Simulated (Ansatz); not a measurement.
# The false plateau in GW convergence: LiGeN (P6_3mc), part 2 of 2

Can the band sum of G0W0 be converged at a fixed screening cutoff? A test on LiGeN (P6_3mc).

Ansatz 0.2.0; G0W0 on PBE, plane waves, PAW; PAW set soft_1. Known limits of the many-body steps: not at the basis limit; no spin-orbit coupling.

So far. Step 7 (308 empty bands, screening to 150 eV): The G0W0 gap on the mesh is 2.137 eV.

## Step 8: 548 empty bands, screening to 220 eV

File input.yaml:

```yaml
crystal:
  lattice:
    - [3.0124085355, 0.0, 0.0]
    - [-1.5062042677, 2.6088223183, 0.0]
    - [0.0, 0.0, 9.419459]
  atoms:
    - { symbol: Li, position: [0.66666667, 0.33333333, 0.743392] }
    - { symbol: Li, position: [0.33333333, 0.66666667, 0.243392] }
    - { symbol: Ge, position: [0.0, 0.0, 0.498023] }
    - { symbol: Ge, position: [0.0, 0.0, 0.998023] }
    - { symbol: "N", position: [0.33333333, 0.66666667, 0.603223] }
    - { symbol: "N", position: [0.66666667, 0.33333333, 0.103223] }
kpoints:
  mp_grid: { grid: [6, 6, 2] }
hamiltonian:
  xc: pbe
  pseudopotentials: { kind: paw, azcp: { folder: soft_1 } }
scf:
  occupations: { method: fixed }
gw:
  n_empty_bands: 548
  ecut_chi: 220
  qp_bands: [v2, c2]
  qp_kpoints: band_edges
  screening: { model: contour_deformation }
```

Started as:

```
$ ansatz run input.yaml --threads 2 --pin off --max-ram 92160MiB --backend cuda --events-out ev --progress --plain --runs-dir out --devices 1 --max-vram 13GiB
```

Numbers of over 12 decimals in the logs are rounded to 6 here.

Output:

```text
GPUs: using 1 of 1 available (devices: 1).
[...]
GPU FFT provider: cuFFT
GPU libraries: cuBLAS 13.8.2, cuFFT 12.4.0, cuSOLVER 12.3.4
Crystal: 6 atoms, lattice volume = 74.026 Å³
Basis set: ecut = 420 eV, 1399 PW (Γ)
Bands: 28, of which v1, the nominal top of the filled ones, is band 22 counted from 1 (21 counted from 0)
Symmetry: 12 space group operations
[...]
k-points: 14 of 72
[...]
1    24     10.7690   -10.3579    -4.5221   -15.1913  0.7707    11.0817    11.0803  root
[...]
13    21      6.8044   -15.8717     1.3374   -13.7431  0.7559     6.0000     6.0133  root
    13    22      6.8044   -15.8717     1.3374   -13.7431  0.7559     6.0000     6.0133  root
    13    23     10.0211    -8.6289    -3.7275   -12.4793  0.7715    10.1441    10.1439  root
    13    24     10.0211    -8.6289    -3.7275   -12.4793  0.7715    10.1441    10.1439  root
[key lines of the parts left out:]
SCF converged after 8 iterations
Free energy (F): -9769.099719 eV
Fermi energy:    7.578000 eV
```

Wall time 66 s (1 × NVIDIA H100 80GB HBM3 (shared by 6 runs) with 2 threads of AMD EPYC 7R13 (Zen 3), shared host); peak memory 1.9 GiB; 1.8 min of CPU time.

The G0W0 gap on the mesh is 2.181 eV.

## Step 9: 168 empty bands, screening to 300 eV

Edit input.yaml of step 8 so:

```diff
@@ -20,4 +20,4 @@
 gw:
-  n_empty_bands: 548
-  ecut_chi: 220
+  n_empty_bands: 168
+  ecut_chi: 300
   qp_bands: [v2, c2]
```

Output:

```text
GPUs: using 1 of 1 available (devices: 1).
[...]
GPU FFT provider: cuFFT
GPU libraries: cuBLAS 13.8.2, cuFFT 12.4.0, cuSOLVER 12.3.4
Crystal: 6 atoms, lattice volume = 74.026 Å³
Basis set: ecut = 420 eV, 1399 PW (Γ)
Bands: 28, of which v1, the nominal top of the filled ones, is band 22 counted from 1 (21 counted from 0)
Symmetry: 12 space group operations
[...]
k-points: 14 of 72
[...]
1    24     10.7690   -10.3579    -4.2372   -15.1913  0.7701    11.3706    11.3651  root
[...]
13    21      6.8044   -15.8717     1.5723   -13.7431  0.7553     6.2420     6.2481  root
    13    22      6.8044   -15.8717     1.5723   -13.7431  0.7553     6.2420     6.2481  root
    13    23     10.0211    -8.6289    -3.5520   -12.4793  0.7710    10.3207    10.3194  root
    13    24     10.0211    -8.6289    -3.5520   -12.4793  0.7710    10.3207    10.3194  root
[key lines of the parts left out:]
SCF converged after 8 iterations
Free energy (F): -9769.099719 eV
Fermi energy:    7.578000 eV
```

Elapsed: 17 s, on 1 × NVIDIA H100 80GB HBM3 (shared by 6 runs) with 2 threads; peak memory 2.6 GiB.

The G0W0 gap on the mesh is 2.122 eV.

## Step 10: 873 empty bands, screening to 300 eV

Edit input.yaml of step 9 so:

```diff
@@ -20,3 +20,3 @@
 gw:
-  n_empty_bands: 168
+  n_empty_bands: 873
   ecut_chi: 300
```

Output:

```text
GPUs: using 1 of 1 available (devices: 1).
[...]
GPU FFT provider: cuFFT
GPU libraries: cuBLAS 13.8.2, cuFFT 12.4.0, cuSOLVER 12.3.4
Crystal: 6 atoms, lattice volume = 74.026 Å³
Basis set: ecut = 420 eV, 1399 PW (Γ)
Bands: 28, of which v1, the nominal top of the filled ones, is band 22 counted from 1 (21 counted from 0)
Symmetry: 12 space group operations
[...]
k-points: 14 of 72
[...]
1    24     10.7690   -10.3579    -4.5931   -15.1913  0.7703    11.0101    11.0093  root
[...]
13    21      6.8044   -15.8717     1.2882   -13.7431  0.7557     5.9490     5.9640  root
    13    22      6.8044   -15.8717     1.2882   -13.7431  0.7557     5.9490     5.9640  root
    13    23     10.0211    -8.6289    -3.7606   -12.4793  0.7713    10.1110    10.1108  root
    13    24     10.0211    -8.6289    -3.7606   -12.4793  0.7713    10.1110    10.1108  root
[key lines of the parts left out:]
SCF converged after 8 iterations
Free energy (F): -9769.099719 eV
Fermi energy:    7.578000 eV
```

It took 1.7 min on 1 × NVIDIA H100 80GB HBM3 (shared by 6 runs) with 2 threads; peak memory 3 GiB; 2.9 min of CPU time.

The G0W0 gap on the mesh is 2.203 eV.

## Step 11: The grid

Start PBE, 6×6×2 mesh. Times are wall times on 1 × NVIDIA H100 80GB HBM3 (shared by 6 runs) with 2 threads of AMD EPYC 7R13 (Zen 3), shared host, good to a factor of about two.

```
cutoff (eV)  plane waves at q = 0  bands summed  gap (eV)  Σc valence (eV)  Σc conduction (eV)     time
         50                    65            81     1.936             2.68               -2.86     10 s
         50                    65           330     1.926             2.44               -3.11     17 s
        100                   177           190     2.069             2.28               -3.13     22 s
        100                   177           895     2.086             2.14               -3.25     79 s
        150                   289            81     2.036             2.61               -2.83     13 s
        150                   289           330     2.137             2.09               -3.25     30 s
        220                   563           570     2.181             1.96               -3.33     66 s
        300                   885           190     2.122             2.22               -3.13     17 s
        300                   885           895     2.203             1.90               -3.38  1.7 min
```

## Step 12: Summary of results

| Property | Result |
| --- | --- |
| 81 bands, 50 eV | 1.936 eV |
| 330 bands, 50 eV | 1.926 eV |
| 190 bands, 100 eV | 2.069 eV |
| 895 bands, 100 eV | 2.086 eV |
| 81 bands, 150 eV | 2.036 eV |
| 330 bands, 150 eV | 2.137 eV |
| 570 bands, 220 eV | 2.181 eV |
| 190 bands, 300 eV | 2.122 eV |
| 895 bands, 300 eV | 2.203 eV |
| estimated limit along the diagonal | 2.24 eV |
| mesh and start | 6×6×2, PBE |

What this shows: At 50 eV, going from 81 to 330 bands moves the gap by −0.01 eV. At 100 eV, going from 190 to 895 bands moves the gap by +0.02 eV. At 150 eV, going from 81 to 330 bands moves the gap by +0.10 eV. At 300 eV, going from 190 to 895 bands moves the gap by +0.08 eV. At 81 bands, raising the cutoff from 50 to 150 eV moves it by +0.10 eV. At 330 bands, raising the cutoff from 50 to 150 eV moves it by +0.21 eV. At 190 bands, raising the cutoff from 100 to 300 eV moves it by +0.05 eV. At 895 bands, raising the cutoff from 100 to 300 eV moves it by +0.12 eV. Along the diagonal, where both rise together, the two highest rungs point to 2.24 eV. Gaps are over the mesh's points; an edge off the mesh would be missed. A low cutoff hides what high bands add, so a band series at one cutoff can look settled before the gap is. The many-body steps are scalar-relativistic: spin-orbit coupling is not in them.

[Paths, hosts, dates, memory and timing lines, banners, echoed tables and standing remarks are left out of the program output.]

[Logs are printed without paths, hosts, clocks, repeated set-up lines and the standing remarks that a program may print on its own settings, such as how far it seeks lower states.]

[Runs of the session that timed out or met a known fault of the program may be left out.]

[Cells called generated may have been cut or substituted from an entry of the Crystallography Open Database or the Materials Project.]

[Hosts, paths, dates, database ids (printed as entryN), source tags and the programs' standing remarks are cut or masked in the printed files.]
